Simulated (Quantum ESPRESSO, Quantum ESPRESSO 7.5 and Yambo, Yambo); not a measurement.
# A GW chain in Yambo: BiOCl (P4/nmm)

Aim: the G0W0 gap of BiOCl (P4/nmm) on PBEsol with spin-orbit coupling, step by step.

Main program and level: Quantum ESPRESSO 7.5 and Yambo 5.3.0; PBEsol and many-body steps on it, plane waves.

**The experiments to reproduce.**

- Gap 3.36 eV: optical gap from Kubelka-Munk/Tauc analysis; UV-vis diffuse reflectance; powder (solvothermal hierarchical microspheres made without additive) (“Hydrothermal Crystallization of Bismuth Oxychlorides (BiOCl) Using Different Shape Control Reagents”, 2021, pmc:8123882).

- Gap 3.44 eV: optical gap from Tauc plot; UV-vis diffuse reflectance; powder (hydrothermal powder) (“Synergistic Piezo-Photocatalysis of BiOCl/NaNbO3 Heterojunction Piezoelectric Composite for High-Efficient Organic Pollutant Degradation”, 2022, pmc:8839476).

## (1) Set-up

The structure is tetragonal, space group P4/nmm (No. 129). The conventional cell has a = 3.886 Å, b = 3.886 Å, c = 7.349 Å, α = 90.00°, β = 90.00°, γ = 90.00°. Bi has 4 O at 2.31 Å and 4 Cl at 3.06 Å nearest. Nearest to Cl lie 4 Bi at 3.06 Å. Nearest to O lie 4 Bi at 2.31 Å. Farther neighbours and most contacts between anions are not listed.

Structure file:

```cif
data_structure
_symmetry_space_group_name_H-M 'P 1'
_symmetry_Int_Tables_number 1
_cell_length_a 3.8855
_cell_length_b 3.8855
_cell_length_c 7.3489
_cell_angle_alpha 90.000
_cell_angle_beta 90.000
_cell_angle_gamma 90.000
_cell_volume 110.95
loop_
_atom_site_label
_atom_site_type_symbol
_atom_site_fract_x
_atom_site_fract_y
_atom_site_fract_z
_atom_site_occupancy
Bi1 Bi 0.50000 0.00000 0.32904 1
Bi2 Bi 0.00000 0.50000 0.67096 1
Cl3 Cl 0.00000 0.50000 0.14720 1
Cl4 Cl 0.50000 0.00000 0.85280 1
O5 O 0.00000 0.00000 0.50000 1
O6 O 0.50000 0.50000 0.50000 1
```

The cell and positions come from the Crystallography Open Database and are kept as given unless a step says otherwise.

## (2) Ground state

This step: Quantum ESPRESSO 7.5; DFT, PBEsol with spin-orbit coupling, plane waves, norm-conserving pseudopotentials.

The ground-state density comes first.

Input file pw.in:

```
&control
  calculation = 'scf'
  prefix = 'x'
  outdir = 'o'
  pseudo_dir = 'pseudo'
/
&system
  ibrav = 0
  nat = 6
  ntyp = 3
  ecutwfc = 76.0
  nbnd = 86
  force_symmorphic = .true.
  noncolin = .true.
  lspinorb = .true.
/
&electrons
  conv_thr = 1e-10
  electron_maxstep = 80
  mixing_beta = 0.5
/
ATOMIC_SPECIES
  Bi 208.98 Bi.upf
  Cl 35.45 Cl.upf
  O 15.999 O.upf
CELL_PARAMETERS angstrom
  3.8855100000 0.0000000000 0.0000000000
  0.0000000000 3.8855100000 0.0000000000
  0.0000000000 0.0000000000 7.3489000000
ATOMIC_POSITIONS crystal
  Bi 0.5000000000 0.0000000000 0.3290400000
  Bi 0.0000000000 0.5000000000 0.6709600000
  Cl 0.0000000000 0.5000000000 0.1472000000
  Cl 0.5000000000 0.0000000000 0.8528000000
  O 0.0000000000 0.0000000000 0.5000000000
  O 0.5000000000 0.5000000000 0.5000000000
K_POINTS automatic
  6 6 4 0 0 0
```

Launch:

```sh
$ OMP_NUM_THREADS=1 mpirun -n 16 pw.x -nk 8 -in pw.in > pw.out
```

What it wrote:

```text
Program PWSCF v.7.5 starts

     This program is part of the open-source Quantum ESPRESSO suite
     for quantum simulation of materials; please cite
         "P. Giannozzi et al., J. Phys.:Condens. Matter 21 395502 (2009);
         "P. Giannozzi et al., J. Phys.:Condens. Matter 29 465901 (2017);
         "P. Giannozzi et al., J. Chem. Phys. 152 154105 (2020);
     in publications or presentations arising from this work. More details at
     Message from routine setup:
     using ibrav=0 with symmetry is DISCOURAGED, use correct ibrav instead

     bravais-lattice index     =            0
     lattice parameter (alat)  =       7.3425  a.u.
     unit-cell volume          =     748.7124 (a.u.)^3
     number of atoms/cell      =            6
     number of atomic types    =            3
     number of electrons       =        72.00
     number of Kohn-Sham states=           86
     kinetic-energy cutoff     =      76.0000  Ry
     charge density cutoff     =     304.0000  Ry
     scf convergence threshold =      1.0E-10
     mixing beta               =       0.5000
     number of iterations used =            8  plain     mixing
     Exchange-correlation= PBESOL
                           (   1   4  10   8   0   0   0)
     Non magnetic calculation with spin-orbit

     celldm(1)=   7.342550  celldm(2)=   0.000000  celldm(3)=   0.000000
     celldm(4)=   0.000000  celldm(5)=   0.000000  celldm(6)=   0.000000

     crystal axes: (cart. coord. in units of alat)
               a(1) = (   1.000000   0.000000   0.000000 )
               a(2) = (   0.000000   1.000000   0.000000 )
               a(3) = (   0.000000   0.000000   1.891360 )

     reciprocal axes: (cart. coord. in units 2 pi/alat)
               b(1) = (  1.000000  0.000000  0.000000 )
               b(2) = (  0.000000  1.000000  0.000000 )
               b(3) = (  0.000000  0.000000  0.528720 )
     Pseudo is Norm-conserving + core correction, Zval = 23.0
     Generated using ONCVPSP code by D. R. Hamann
     Using radial grid of 1562 points, 10 beta functions with:
     Pseudo is Norm-conserving + core correction, Zval =  7.0
     Generated using ONCVPSP code by D. R. Hamann
     Using radial grid of 1028 points, 10 beta functions with:
     Pseudo is Norm-conserving + core correction, Zval =  6.0
     Generated using ONCVPSP code by D. R. Hamann
     Using radial grid of  936 points,  8 beta functions with:
     Bi               23.00   208.98000     Bi( 1.00)
     Cl                7.00    35.45000     Cl( 1.00)
     O                 6.00    15.99900     O ( 1.00)

      8 Sym. Ops. (no inversion) found

   Cartesian axes

     site n.     atom                  positions (alat units)
         1        Bi     tau(   1) = (   0.5000000   0.0000000   0.6223332  )
         2        Bi     tau(   2) = (   0.0000000   0.5000000   1.2690272  )
         3        Cl     tau(   3) = (   0.0000000   0.5000000   0.2784083  )
         4        Cl     tau(   4) = (   0.5000000   0.0000000   1.6129522  )
         5        O      tau(   5) = (   0.0000000   0.0000000   0.9456802  )
         6        O      tau(   6) = (   0.5000000   0.5000000   0.9456802  )

     number of k points=    30
                       cart. coord. in units 2pi/alat
        k(    1) = (   0.0000000   0.0000000   0.0000000), wk =   0.0069444
        k(    2) = (   0.0000000   0.0000000   0.1321800), wk =   0.0138889
        k(    3) = (   0.0000000   0.0000000  -0.2643600), wk =   0.0069444
        k(    4) = (   0.0000000   0.1666667   0.0000000), wk =   0.0277778
        k(    5) = (   0.0000000   0.1666667   0.1321800), wk =   0.0555556
        k(    6) = (   0.0000000   0.1666667  -0.2643600), wk =   0.0277778
        k(    7) = (   0.0000000   0.3333333   0.0000000), wk =   0.0277778
        k(    8) = (   0.0000000   0.3333333   0.1321800), wk =   0.0555556
        k(    9) = (   0.0000000   0.3333333  -0.2643600), wk =   0.0277778
        k(   10) = (   0.0000000  -0.5000000   0.0000000), wk =   0.0138889
     [... 18 further rows ...]
        k(   29) = (  -0.5000000  -0.5000000   0.1321800), wk =   0.0138889
        k(   30) = (  -0.5000000  -0.5000000  -0.2643600), wk =   0.0069444

     Dense  grid:    67045 G-vectors     FFT dimensions: (  45,  45,  80)

     Initial potential from superposition of free atoms

     starting charge      71.9980, renormalised to      72.0000
     Starting wfcs are   84 randomized atomic wfcs +    2 random wfcs

     per-process dynamical memory:   104.9 Mb

     Self-consistent Calculation

     iteration #  1     ecut=    76.00 Ry     beta= 0.50

     total energy              =   -1060.68343099 Ry
     estimated scf accuracy    <       1.14231535 Ry

     iteration #  2     ecut=    76.00 Ry     beta= 0.50

     total energy              =   -1060.81454406 Ry
     estimated scf accuracy    <       1.55164675 Ry

     iteration #  3     ecut=    76.00 Ry     beta= 0.50

     total energy              =   -1061.11802658 Ry
     estimated scf accuracy    <       0.16545258 Ry

     iteration #  4     ecut=    76.00 Ry     beta= 0.50

     total energy              =   -1061.13544288 Ry
     estimated scf accuracy    <       0.00841776 Ry

     iteration #  5     ecut=    76.00 Ry     beta= 0.50

     total energy              =   -1061.13684536 Ry
     estimated scf accuracy    <       0.00453834 Ry

     iteration #  6     ecut=    76.00 Ry     beta= 0.50

     total energy              =   -1061.13732593 Ry
     estimated scf accuracy    <       0.00008357 Ry

     iteration #  7     ecut=    76.00 Ry     beta= 0.50

     total energy              =   -1061.13734996 Ry
     estimated scf accuracy    <       0.00000628 Ry

     iteration #  8     ecut=    76.00 Ry     beta= 0.50

     total energy              =   -1061.13735131 Ry
     estimated scf accuracy    <       0.00000090 Ry

     iteration #  9     ecut=    76.00 Ry     beta= 0.50

     total energy              =   -1061.13735142 Ry
     estimated scf accuracy    <       0.00000043 Ry

     iteration # 10     ecut=    76.00 Ry     beta= 0.50

     total energy              =   -1061.13735148 Ry
     estimated scf accuracy    <       0.00000001 Ry

     iteration # 11     ecut=    76.00 Ry     beta= 0.50

     total energy              =   -1061.13735149 Ry
     estimated scf accuracy    <          3.5E-09 Ry

     iteration # 12     ecut=    76.00 Ry     beta= 0.50

     total energy              =   -1061.13735149 Ry
     estimated scf accuracy    <          4.4E-10 Ry

     iteration # 13     ecut=    76.00 Ry     beta= 0.50

     End of self-consistent calculation

          k = 0.0000 0.0000 0.0000 (  8363 PWs)   bands (ev):

  -142.6689-142.6689-142.6688-142.6688 -99.2793 -99.2793 -99.2793 -99.2793
   -74.5547 -74.5547 -74.5543 -74.5543 -74.5505 -74.5505 -74.5503 -74.5503
   -14.2851 -14.2851 -14.2489 -14.2489 -14.2449 -14.2449 -14.2243 -14.2243
   -11.4552 -11.4552 -11.2990 -11.2990 -11.2594 -11.2594 -11.2513 -11.2513
   -11.2480 -11.2480 -11.2001 -11.2001  -9.4926  -9.4926  -6.8155  -6.8155
    -4.7608  -4.7608  -4.4257  -4.4257  -0.2834  -0.2834   2.3020   2.3020
     4.0617   4.0617   4.5141   4.5141   6.9551   6.9551   6.9691   6.9691
     7.1893   7.1893   7.4515   7.4515   7.4987   7.4987   7.5373   7.5373
     7.7941   7.7941   7.9099   7.9099   8.0005   8.0005   8.1643   8.1643
    11.6355  11.6355  11.9143  11.9143  14.0754  14.0754  14.9851  14.9851
    15.4309  15.4309  16.1142  16.8901  16.8901  18.2324

          k = 0.0000 0.0000 0.1322 (  8391 PWs)   bands (ev):

  -142.6689-142.6689-142.6688-142.6688 -99.2793 -99.2793 -99.2793 -99.2793
   -74.5547 -74.5547 -74.5543 -74.5543 -74.5505 -74.5505 -74.5503 -74.5503
[...]
15.3349  15.3349  16.2613  16.2613  16.8016  16.8016

          k = 0.0000 0.0000-0.2644 (  8374 PWs)   bands (ev):

  -142.6689-142.6689-142.6688-142.6688 -99.2793 -99.2793 -99.2793 -99.2793
[...]
-4.9633  -4.9633  -4.2152  -4.2152  -0.1587  -0.1587   2.0360   2.0360
     4.0929   4.0929   4.5452   4.5452   6.7061   6.7061   6.7407   6.7407
     7.1115   7.1115   7.1882   7.1882   7.4981   7.4981   7.6275   7.6275
     8.1013   8.1013   8.2109   8.2109   8.5043   8.5043   8.5859   8.5859
    11.1954  11.1954  11.3144  11.3144  13.8138  13.8138  15.0131  15.0131
    15.2500  15.2500  16.4748  16.4748  16.7135  16.7135

          k = 0.0000 0.1667 0.0000 (  8349 PWs)   bands (ev):

     [... further k-points ...]

     highest occupied, lowest unoccupied level (ev):     8.8984   11.1954

!    total energy              =   -1061.13735149 Ry
     estimated scf accuracy    <          9.3E-12 Ry

     The total energy is the sum of the following terms:
     one-electron contribution =    -706.21151032 Ry
     hartree contribution      =     357.89831138 Ry
     xc contribution           =    -176.46822848 Ry
     ewald contribution        =    -536.35592406 Ry

     convergence has been achieved in  13 iterations

     XML data file, charge density, pseudopotentials, collected wavefunctions

=------------------------------------------------------------------------------=
   JOB DONE.
=------------------------------------------------------------------------------=
```

It took 3.5 min on 16 MPI ranks of Arm Neoverse V1, shared host; peak memory 2.9 GiB.

This step gave:

* total energy: -14437.5092 eV
* gap: 2.297 eV
* k of the valence top: 0, 0.3333, -0.5
* k of the conduction bottom: 0, 0, -0.5
* least direct gap: 2.609 eV

The gap is indirect, with the least direct gap 0.31 eV higher.

(Part 1 of 3 ends here.)

[Paths, hosts, dates, memory and timing lines, banners, echoed tables and standing remarks are left out of the program output.]

[Logs are printed without paths, hosts, clocks, repeated set-up lines and the standing remarks that a program may print on its own settings, such as how far it seeks lower states.]

[Runs of the session that timed out or met a known fault of the program may be left out.]

[Hosts, paths, dates, database ids (printed as entryN), source tags and the programs' standing remarks are cut or masked in the printed files.]
